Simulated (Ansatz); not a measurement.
# BaHfP2 (model structure): optical spectrum from first principles, part 2 of 2

What colour and refractive index does BaHfP2 (model structure) have at this level of theory? The structure is a model built here, which may or may not match a known phase. It was built so: All N replaced by P and Sr replaced by Ba in the R-3m structure of SrHfN2.

Ansatz 0.2.0; DFT, PBE, plane-wave PAW, default files, scalar-relativistic, independent-particle optical response without local fields.

So far: Starting point; Relaxation. The relaxed cell has a = 3.965, c = 21.629 Å (conventional setting).

### 3. Ground state and bands

First the ground state: is it a metal or has it a gap?

This step: DFT, PBE, plane-wave PAW, default files, scalar-relativistic, ground state (Ansatz 0.2.0).

Input file input.yaml:

```yaml
crystal:
  lattice:
    - [1.9826110277, 1.1446610105, 7.2096446781]
    - [-1.9826110277, 1.1446610105, 7.2096446781]
    - [0.0, -2.289322021, 7.2096446781]
  atoms:
    - { symbol: Hf, position: [0.5, 0.5, 0.5] }
    - { symbol: Ba, position: [0.0, 0.0, 0.0] }
    - { symbol: P, position: [0.7681922992, 0.7681922992, 0.7681922992] }
    - { symbol: P, position: [0.2318077008, 0.2318077008, 0.2318077008] }
kpoints:
  mp_grid: { grid: [7, 7, 7] }
  band_path:
    path:
      - [[0.0, 0.0, 0.0], [0.5, 0.0, 0.0], [0.5, 0.18347152, -0.18347152]]
      - [[0.81652848, 0.5, 0.18347152], [0.5, 0.5, 0.5], [0.0, 0.0, 0.0], [0.34173576, 0.0, -0.34173576]]
      - [[0.65826424, 0.34173576, 0.0], [0.5, 0.5, 0.0], [0.65826424, 0.65826424, 0.18347152], [0.5, 0.5, 0.5]]
      - [[0.5, 0.0, 0.0], [0.81652848, 0.34173576, 0.34173576]]
    npoints: 6
scf:
  occupations: { method: fermi_dirac, width: 0.05 }
  n_extra_bands: 8
hamiltonian:
  xc: pbe
  pseudopotentials: { kind: paw }
output:
  forces: true
  stress: true
  populations: true
  write_bands: true
  write_density: true
  write_potential: true
  elf: true
  volumetric_format: npy
```

On the command line:

```bash
ansatz run input.yaml --threads 4 --pin off --max-ram 8192MiB --backend cpu --events-out ev --progress --plain --runs-dir out
```

Numbers of over 12 decimals in the logs are rounded to 6 here.

What it wrote:

```text
[...]
Crystal: 4 atoms, lattice volume = 98.170 Å³
Basis set: ecut = 420 eV, 1963 PW (Γ), FFT grids on a1−a2, a2, −a2+a3, exchange–correlation on 54×108×54 points (8 copies of the dense FFT grid, shifted against one another)
Bands: 31, of which v1, the nominal top of the filled ones, is band 23 counted from 1 (22 counted from 0)
Symmetry: 12 space group operations
[...]
k-points: 44 of 343
[...]
SCF iter   1: F=—  HF=-23186.839250 eV  |F-HF|=—  |Δ(HF+E_count)|=         —  Δρ=1.25e-3  dr2=1.81e-3  ethr=1.77e-3  ⟨swp⟩=7.8  Hψ=6982  notcnv=0  defer=12
[...]
SCF iter   8: F=-23186.839457 eV  HF=-23186.839457 eV  |F-HF|=2.06e-9  |Δ(HF+E_count)|=   4.99e-8  Δρ=1.24e-6  dr2=3.95e-9  ethr=2.17e-10  ⟨swp⟩=15.4  Hψ=12056  notcnv=0
SCF 1 converged in 8 iterations: F = -23186.839457 eV  dr2 = 3.95e-9
[...]
NSCF: frozen V_eff on 58 k-points
SCF converged after 8 iterations
Free energy (F): -23186.839457 eV
[...]
Internal energy: -23186.835144 eV  (E = F + TS)
E sigma→0 (E₀):  -23186.837301 eV
Entropy (-TS):   -0.004312 eV (-1.078 meV/atom)
Fermi energy:    10.851685 eV
[...]
--- Forces (eV/Å), atoms counted from 1 ---
  atom   1  Hf    -0.00000000     0.00000000     0.00000000
  atom   2  Ba    -0.00000000    -0.00000000     0.00000000
  atom   3  P     -0.00000000    -0.00000000     0.00038578
  atom   4  P      0.00000000     0.00000000    -0.00038578
  max |Σ_I F_I| component: 2.89e-19 eV/Å
--- Stress (GPa, compression-positive) ---
        0.010486       0.000000      -0.000000
        0.000000       0.010486       0.000000
       -0.000000       0.000000       0.025601
  P = ⅓ Tr σ = 0.0155 GPa (0.155 kbar)
--- Band table (eV; the first three rows and the last of 44) ---
  k-point 0: bands = [... 19 lower, 8.5225, 11.1426, 11.3075, 11.3075, 11.7144, 12.1113, 12.1113, 13.5460, ... 4 higher]
  k-point 1: bands = [... 19 lower, 8.6430, 9.8017, 10.6310, 10.7013, 11.8399, 12.5934, 12.8430, 13.6095, ... 4 higher]
  k-point 2: bands = [... 19 lower, 8.6222, 8.8930, 9.9692, 10.0890, 11.6963, 12.8835, 13.4202, 13.7964, ... 4 higher]
  k-point 43: bands = [... 19 lower, 8.7003, 9.8874, 10.0244, 10.4826, 11.8248, 12.7639, 13.4168, 13.7344, ... 4 higher]
--- Löwdin populations: 4 sites ---
  site symbol       q [e]
     0     Hf     25.4006
     1     Ba      8.3748
     2      P      5.8655
     3      P      5.8655
  spilling = 0.010731 (of n_electrons = 46.000000)
```

It took 1.4 s on 4 threads of AMD EPYC 9R45, shared host; peak memory 0.57 GiB; 4.7 s of CPU time.

In the SCF lines HF is the Harris–Foulkes energy and dr2 the Hartree energy of the density residual, in eV; the loop may stop once dr2 is under the threshold and the program's other checks hold. Hψ counts applications of the Hamiltonian.

This step gave:

| Item | Value |
| --- | --- |
| free energy | -23186.8395 eV |
| Fermi energy | 10.85 eV |
| electrons | 46 |
| symmetry operations | 12 |
| pressure | 0.01552 GPa |
| volume | 98.17 Å³ |
| gap on the path | 0 eV |

There are states at the Fermi level within the smearing, so the occupations stay smeared and the carriers get a Drude term. The cell is left with a pressure of 0.0 GPa after its relaxation.

The electronic bands at the labelled points (eV, zero at the Fermi level; # counts the bands kept):

```
    point     #5     #6     #7     #8     #9   #10   #11   #12
        Γ  -2.33   0.29   0.46   0.46   0.86  1.26  1.26  2.69
  halfway  -2.12  -2.02  -0.75  -0.61   0.88  2.12  2.47  2.83
        L  -1.88  -1.80  -1.57  -1.21   0.88  1.47  2.79  2.97
  halfway  -2.21  -2.13  -1.48  -1.42   1.63  2.28  2.58  2.85
       B1  -2.78  -1.96  -1.58  -1.42   1.39  2.56  2.75  3.85
jump to B  -2.78  -1.96  -1.58  -1.42   1.39  2.56  2.75  3.85
  halfway  -2.00  -1.78  -1.20  -0.54   1.12  1.48  2.82  3.48
        Z  -2.22  -1.47  -0.08  -0.08   1.43  1.43  1.84  1.98
  halfway  -2.28  -0.66   0.16   0.16   1.34  1.34  1.42  2.49
        Γ  -2.33   0.29   0.46   0.46   0.86  1.26  1.26  2.69
  halfway  -2.41  -1.99  -1.49  -0.80   1.60  2.44  2.56  2.63
        X  -2.76  -1.92  -1.67  -1.38   1.41  2.66  2.70  3.88
jump to Q  -2.76  -1.92  -1.67  -1.38   1.41  2.66  2.70  3.88
  halfway  -2.55  -1.87  -1.65  -1.06   0.52  2.62  2.92  3.30
        F  -2.39  -2.09  -0.75  -0.59  -0.38  2.41  2.83  3.10
  halfway  -2.25  -2.08  -0.77  -0.73  -0.24  2.43  2.83  3.03
       P1  -2.12  -2.05  -0.92  -0.82  -0.03  2.44  2.83  2.88
  halfway  -2.07  -1.61  -0.63  -0.49   0.45  2.41  2.60  3.15
        Z  -2.22  -1.47  -0.08  -0.08   1.43  1.43  1.84  1.98
jump to L  -1.88  -1.80  -1.57  -1.21   0.88  1.47  2.79  2.97
  halfway  -1.91  -1.91  -1.41  -1.05   0.49  1.95  2.77  2.93
        P  -2.12  -2.05  -0.92  -0.82  -0.03  2.44  2.83  2.88
```

Electrostatic potential energy in the ac plane of the conventional cell at fractional y = 0.000, with atoms of Hf and Ba and P within 0.2 Å of it. With pseudopotentials it is smooth inside the atoms' cores, unlike the true potential.

Values in eV, 24 rows by 14 columns, each cell a mean:
```
-27 -24 -17  -6   5  10  12  12  11   8   1 -11 -21 -26
  6   7   9  11  12  13  13  13  13  12  12  10   8   7
 14  14  14  14  13  11  10   9  10  12  13  14  14  14
 14  14  13  12  10   8   6   5   6   9  11  13  14  14
 -7  -3   5   9  10   9   7   6   8   9  10   8   2  -5
-33 -33 -21   2  11  13  13  13  13  12   9  -7 -29 -33
 -4   0   6  11  12  12  11  11  12  12  12   9   4  -2
 13  12  12  10   8   5   3   2   4   7   9  11  12  13
 13  12  12  10   9   7   5   4   6   8  10  11  12  12
 14  14  14  13  13  12  11  11  11  12  13  14  14  14
  3   5   8  11  12  12  11  11  11  12  12  10   7   4
-26 -27 -20  -5   6  11  13  13  12   9   3 -12 -24 -27
-24 -23 -15  -1   7  11  13  13  12  10   4  -7 -19 -24
  8   9  11  12  12  12  11  10  11  12  12  11  10   8
 14  14  13  13  12  12  11  11  11  12  13  13  14  14
 12  12  11  10   8   6   3   2   4   7   9  11  12  12
 13  12  12  11   9   7   5   4   5   8  10  11  12  13
-13  -8   1   9  12  13  12  12  12  12  11   7  -3 -11
-33 -32 -20   3  11  12  12  12  13  12   9  -6 -27 -33
  2   5   9  10  10   8   6   5   6   9  10  10   7   3
 14  14  14  12  11   8   7   6   7   9  11  13  14  14
 14  14  14  14  13  12  10  10  11  12  13  14  14  14
  1   3   6   9  11  12  13  13  13  12  11   8   5   2
-30 -28 -22  -9   3   9  11  12  10   7  -1 -15 -25 -29
```

ELF in the ac plane of the conventional cell at fractional y = 0.000, with atoms of Hf and Ba and P within 0.2 Å of it. It is the smooth field of the valence electrons, not physical close to the nuclei.

Ten even steps from '0' (0.04) to '9' (0.82), each cell a mean:
```
67984111126986
33223577642123
00146899875210
22222222222222
78874200135887
03898521379961
99974210125899
43212466531124
00001345421000
01133444443211
11246888875311
98731344422589
87522456532468
11247888876311
00122333332110
00002466531000
65312355431245
89985210136898
03898521379961
77753100024677
11122334332211
00136899985200
54322466532245
46995100037984
```

### 4. Spectrum

With the density converged, the vertical transitions are summed over the zone.

This step: DFT, PBE, plane-wave PAW, default files, scalar-relativistic, independent-particle optical response without local fields (Ansatz 0.2.0).

input.yaml, the sections that differ from step 3:

```yaml
kpoints:
  mp_grid: { grid: [9, 9, 9] }
scf:
  occupations: { method: fermi_dirac, width: 0.05 }
output:
  optics:
    e_range: [0, 22]
    de: 0.05
    sigma: 0.1
    drude_damping: 0.1
    nscf_kmesh: { grid: [12, 12, 12] }
    bands: { spectra_wanted_up_to: 22 }
# crystal, hamiltonian: as in step 3
```

What it wrote:

```text
[...]
Crystal: 4 atoms, lattice volume = 98.170 Å³
Basis set: ecut = 420 eV, 1963 PW (Γ), FFT grids on a1−a3, a2−a3, a3
Bands: 28, of which v1, the nominal top of the filled ones, is band 23 counted from 1 (22 counted from 0)
Symmetry: 12 space group operations
[...]
k-points: 85 of 729
[...]
SCF iter   1: F=—  HF=-23186.840659 eV  |F-HF|=—  |Δ(HF+E_count)|=         —  Δρ=1.24e-3  dr2=1.92e-3  ethr=1.77e-3  ⟨swp⟩=7.7  Hψ=11821  notcnv=0
[...]
SCF iter  12: F=-23186.840333 eV  HF=-23186.840333 eV  |F-HF|=7.28e-12  |Δ(HF+E_count)|=  1.09e-11  Δρ=4.24e-8  dr2=1.74e-12  ethr=1.00e-12  ⟨swp⟩=4.4  Hψ=8932  notcnv=0
SCF 1 converged in 12 iterations: F = -23186.840333 eV  dr2 = 1.74e-12
[...]
output.optics: what the bands over the 77 summed would add to eps1, eps2 and the energy-loss function is held between a lower and an upper bound (8 Lanczos steps). eps1, eps2 and their loss function (loss_summed_bands) are given on every row as the summed bands alone make them. Along an axis, on a row where the two bounds hold the loss function to about 1 % of the greater of itself and 0.5 % of |1/eps|, its cell (loss_completed) is given, with the completed eps1 and eps2 that it is formed of (a cell that is left empty reads nan in the table and null in the record). The two bounds hold it so along every axis on all 440 rows up to 22.000 eV. [rest of the remark cut]
SCF converged after 12 iterations
Free energy (F): -23186.840333 eV
[...]
Internal energy: -23186.834344 eV  (E = F + TS)
E sigma→0 (E₀):  -23186.837339 eV
Entropy (-TS):   -0.005989 eV (-1.497 meV/atom)
Fermi energy:    10.857170 eV
[...]
--- Band table (eV; the first three rows and the last of 85) ---
  k-point 0: bands = [... 19 lower, 8.5217, 11.1412, 11.3071, 11.3071, 11.7150, 12.1115, 12.1115, 13.5462, ... 1 higher]
  k-point 1: bands = [... 19 lower, 8.5969, 10.2168, 10.8141, 10.8354, 11.8447, 12.4382, 12.6476, 13.6188, ... 1 higher]
  k-point 2: bands = [... 19 lower, 8.7804, 8.9197, 10.2224, 10.3621, 11.7600, 12.9591, 13.2254, 13.6045, ... 1 higher]
  k-point 84: bands = [... 19 lower, 8.6743, 9.8400, 10.1453, 10.5731, 11.9854, 12.5948, 13.2140, 13.4513, ... 1 higher]
```

Elapsed: 2.4 min, on 4 threads; peak memory 4.2 GiB.

This step gave:

```
main peak of the optical conductivity above 1 eV, first axis : 4.894 eV
Drude plasma energy, first axis                              : 2.315 eV
bands summed                                                 : 77
spectra valid up to                                          : 26.28 eV
program's estimate of the k-sum error in Im epsilon          : 0.04 %
electrons in the f-sum                                       : 30.57
```

The Im ε has structure finer than the step of the table below, so its rows give means over 0.5 eV, whole bins alone (the curve runs from 0.3 to 22 eV). Peaks (eV: height): E ∥ x or y 1.05: 20.4, 4.10: 11.2; E ∥ z 4.15: 12.2, 5.45: 11.6, 6.80: 10.6.

Table of Im ε by photon energy; means over each step:

```
photon energy (eV)  E ∥ x or y  E ∥ z
               1.0        17.1   13.8
               1.5        19.3   9.66
               2.0        15.0   7.46
               2.5        7.55   6.33
               3.0        8.47   6.71
               3.5        10.5   8.66
               4.0        10.8   11.1
               4.5        9.88   10.6
               5.0        10.0   9.48
               5.5        8.30   10.4
               6.0        5.97   8.15
               6.5        5.55   9.79
               7.0        5.22   8.78
               7.5        4.21   4.84
               8.0        3.93   3.22
               8.5        2.72   2.27
               9.0        2.19   1.77
               9.5        1.62   1.41
              10.0        1.44   1.23
              10.5        1.24   1.07
              11.0        1.05   1.03
              11.5        1.43   1.01
              12.0        1.39   1.23
              12.5        1.71   1.75
              13.0        1.67   1.37
              13.5        1.46   1.11
              14.0        1.45  0.865
              14.5        1.40  0.756
              15.0        1.78   1.17
              15.5        1.57   1.01
              16.0        1.19   1.07
              16.5        1.25   1.85
              17.0        1.23   1.58
              17.5        1.16   1.21
              18.0        1.01   1.14
              18.5       0.785   1.05
              19.0       0.602  0.802
              19.5       0.483  0.605
              20.0       0.496  0.643
              20.5       0.506  0.526
              21.0       0.541  0.437
              21.5       0.497  0.325
```

Table of Re ε by photon energy:

```
photon energy (eV)  E ∥ x or y    E ∥ z
                 1        18.0     8.68
                 2        1.03     6.48
                 3        6.05     8.24
                 4        3.38     6.79
                 5      -0.276     2.51
                 6       -1.75    0.822
                 7       -1.69    -5.15
                 8       -2.07    -3.48
                 9       -1.71    -2.04
                10      -0.814    -1.27
                11    -0.00334   -0.317
                12       0.417    0.347
                13       0.318   -0.176
                14       0.215  -0.0608
                15       0.310    0.643
                16      -0.206    0.779
                17     -0.0120  -0.0654
                18      -0.273  -0.0624
                19      -0.220   -0.165
                20       0.107  -0.0124
                21       0.232   0.0479
                22       0.111    0.255
```

The loss function −Im 1/ε at q → 0 has structure finer than the step of the table below, so its rows give means over 0.5 eV, whole bins alone (the curve runs from 0.3 to 22 eV). Peaks (eV: height): E ∥ x or y 11.00: 1.05, 19.55: 2.14, 21.75: 2.60; E ∥ z 11.50: 1.03, 14.20: 1.33, 21.40: 2.86.

The loss function −Im 1/ε at q → 0 by energy loss; means over each step:

```
energy loss (eV)  E ∥ x or y   E ∥ z
             1.0      0.0292  0.0542
             1.5      0.0422  0.0772
             2.0      0.0683  0.0782
             2.5       0.110  0.0757
             3.0      0.0778  0.0596
             3.5      0.0766  0.0615
             4.0      0.0853  0.0663
             4.5      0.0984  0.0846
             5.0      0.0995  0.0983
             5.5       0.113  0.0952
             6.0       0.154   0.122
             6.5       0.171   0.102
             7.0       0.173  0.0880
             7.5       0.197   0.106
             8.0       0.200   0.142
             8.5       0.240   0.171
             9.0       0.283   0.238
             9.5       0.399   0.331
            10.0       0.527   0.429
            10.5       0.683   0.677
            11.0       0.921   0.869
            11.5       0.686   0.974
            12.0       0.674   0.768
            12.5       0.560   0.557
            13.0       0.592   0.711
            13.5       0.685   0.881
            14.0       0.674    1.16
            14.5       0.686    1.06
            15.0       0.541   0.688
            15.5       0.630   0.865
            16.0       0.829   0.622
            16.5       0.796   0.479
            17.0       0.810   0.633
            17.5       0.836   0.820
            18.0       0.923   0.875
            18.5        1.16   0.906
            19.0        1.51    1.17
            19.5        2.05    1.60
            20.0        1.94    1.55
            20.5        1.83    1.91
            21.0        1.66    2.28
            21.5        2.01    2.70
```

Table of refractive index n and extinction k by photon energy:

```
photon energy (eV)  n, E ∥ x or y  k, E ∥ x or y  n, E ∥ z  k, E ∥ z
                 1           4.72           2.08      3.59      2.05
                 2           2.93           2.75      2.85      1.28
                 3           2.87           1.47      3.05      1.04
                 4           2.72           2.00      3.14      1.75
                 5           2.21           2.28      2.40      1.80
                 6           1.50           2.00      2.11      1.90
                 7           1.37           1.89      1.60      2.78
                 8           1.14           1.83     0.783      2.02
                 9          0.733           1.50     0.565      1.54
                10          0.639           1.11     0.501      1.23
                11          0.690          0.692     0.614     0.833
                12          0.971          0.724     0.898     0.678
                13          0.996          0.821     0.756     0.864
                14          0.924          0.799     0.631     0.678
                15           1.04          0.875     0.998     0.594
                16          0.687          0.824      1.02     0.508
                17          0.782          0.790     0.857     0.895
                18          0.623          0.813     0.746     0.787
                19          0.448          0.648     0.585     0.712
                20          0.565          0.460     0.572     0.583
                21          0.635          0.414     0.498     0.447
                22          0.506          0.381     0.589     0.303
```

Values under 1 per cm are given as 1. Absorption coefficient against photon energy:

```
photon energy (eV)  E ∥ x or y (1/cm)  E ∥ z (1/cm)
              1.00              2.1e5         2.1e5
              2.00              5.6e5         2.6e5
              3.00              4.5e5         3.2e5
              4.00              8.1e5         7.1e5
              5.00              1.2e6         9.1e5
              6.00              1.2e6         1.2e6
              7.00              1.3e6         2.0e6
              8.00              1.5e6         1.6e6
              9.00              1.4e6         1.4e6
             10.00              1.1e6         1.2e6
             11.00              7.7e5         9.3e5
             12.00              8.8e5         8.2e5
             13.00              1.1e6         1.1e6
             14.00              1.1e6         9.6e5
             15.00              1.3e6         9.0e5
             16.00              1.3e6         8.2e5
             17.00              1.4e6         1.5e6
             18.00              1.5e6         1.4e6
             19.00              1.2e6         1.4e6
             20.00              9.3e5         1.2e6
             21.00              8.8e5         9.5e5
             22.00              8.5e5         6.8e5
```

From ε follow the optical constants at some laser and lamp lines:

```
wavelength (nm)  n xy   k xy  R (%) xy  1/α xy   n z    k z  R (%) z   1/α z
           1550  4.46  1.253      43.2   98 nm  3.60  1.868     41.6   66 nm
            800  3.91  2.564      49.0   25 nm  2.87  1.584     34.4   40 nm
            532  2.20  1.918      36.8   22 nm  2.79  1.253     29.9   34 nm
            405  2.90  1.489      33.4   22 nm  3.12  1.079     31.2   30 nm
            365  2.96  1.792      37.3   16 nm  3.14  1.351     33.8   21 nm
            308  2.71  2.025      39.3   12 nm  3.14  1.775     38.1   14 nm
            193  1.52  1.862      38.1  8.2 nm  2.21  2.173     41.2  7.1 nm
```

In reflection the computed colour is faintly orange: x = 0.346, y = 0.350, luminous reflectivity 38 %.

### 5. Summary of results

```json
{
  "gap on the path": "0 eV",
  "main peak of the optical conductivity above 1 eV, first axis": "4.89 eV",
  "Drude plasma energy, first axis": "2.31 eV"
}
```

**Reading.** At this level (PBE, independent particles) BaHfP2 is a metal with a Drude plasma energy of 2.3 eV along x, 2.3 eV along y and 2.1 eV along z; it reflects 41 % at 550 nm for E ∥ x. The cell grew by 8.4 % in volume. Along x the bare Drude plasma energy is 2.3 eV; Re ε first rises through zero at 0.49 eV, far lower, because interband transitions screen the carriers. Im ε is 12 there, so the loss peak at that energy is weak. In reflection the computed colour is faintly orange: x = 0.346, y = 0.350, luminous reflectivity 38 %. In the base run ε includes the program's bounded estimate of what the bands above those summed add. The carriers' damping of 0.1 eV is typed, not computed; at 0.8 eV the carriers give 9 % of Im ε along the first axis; the rest comes from the sum over bands, which at low energy also holds close bands and the noise of the mesh. Spin-orbit coupling is left out although heavy atoms are present. The Fermi-Dirac width of 0.05 eV acts as an electron temperature of 580 K in the carriers' term.

[Logs are printed without paths, hosts, clocks, repeated set-up lines and the standing remarks that a program may print on its own settings, such as how far it seeks lower states.]

[Hosts, paths, dates, database ids (printed as entryN), source tags and the programs' standing remarks are cut or masked in the printed files.]
